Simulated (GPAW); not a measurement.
# What relaxation does to the transmission of 10 junctions

A junction put together from bond lengths is quick to compute. How far is its transmission from that of the relaxed structure, and is geometry or basis the larger error?

How it was computed: Relaxation in the dzp basis, within the symmetry of the start (GPAW, PBE, forces under 0.05 eV/Å; an orbital basis tends to overbind), lead ends held. Transmission: GPAW 26.7.0 in a basis of numerical atomic orbitals with PAW setups; lead and junction are solved self-consistently in repeated cells 9 Å or more across, their Hamiltonian and overlap matrices go into Green's functions with semi-infinite leads (ASE), and T is the Landauer transmission at zero bias, at the junction cell's Fermi level, for one spin or as the mean of both where a run is spin-polarised.

What came out:

| junction | largest move (Å) | T as built, dzp | T relaxed, dzp | T relaxed, sz |
| --- | --- | --- | --- | --- |
| Sn chain with a Si atom on top of one atom | 0.97 | 2.58 | 1.27 | 1.31 |
| Na chain with CO on top of one atom | 0.37 | 0.0177 | 0.31 | 0.129 |
| CO in line between two Pb chains | 0.23 | 1.94 | 1.12 | 1.26 |
| Li chain with an H atom bridging one bond | 0.23 | 0.0197 | 0.0178 | 0.195 |
| Ru chain with two Pd atoms in line | 0.10 | 1.89 | 1.42 | 1.24 |
| Pd chain with one Cl atom in line | 0.10 | 2.9 | 2.96 | 2.95 |
| 1,4-phenylene between two Al chains | 0.05 | 0.62 | 0.639 | 0.69 |
| Ga chain with one Sn atom in line | 0.03 | 2.63 | 2.54 | 2.52 |
| Rh chain with one N atom in line | 0.01 | 2.9 | 2.87 | 2.87 |
| Na chain with one Cu atom in line | 0.00 | 0.569 | 0.569 | 0.596 |

What this shows: Relaxation raises T in 1 junctions, lowers it in 4 and leaves it within 5 % in 5. The largest change as a ratio is for Na chain with CO on top of one atom, from 0.0177 to 0.31. Moves over 0.6 Å, in 1 junctions, go beyond an adjustment of bond lengths: chain atoms buckled, a molecule turned or bonds were remade. In 7 of 10 cases the geometry matters more than the step from dzp to the minimal basis. The link between the largest move and the size of the change (r = 0.42) is weak or rests on one or two junctions.

**Limits.** The cell length was held, so a junction may stay under tension or compression; the symmetry of the start was kept, and lower structures may exist. An evenly spaced straight chain is an idealisation of an electrode: free chains dimerise or zigzag, and their density of states has sharper edges than a bulk metal's. No run was spin-polarised, so magnetic states weren't tested. Spin-orbit coupling is left out, which matters for the heavier atoms here. Junctions whose dzp lead is shut at the Fermi level or whose end layer misses the lead by over 0.25 eV were left out, as were moves over 1.5 Å.
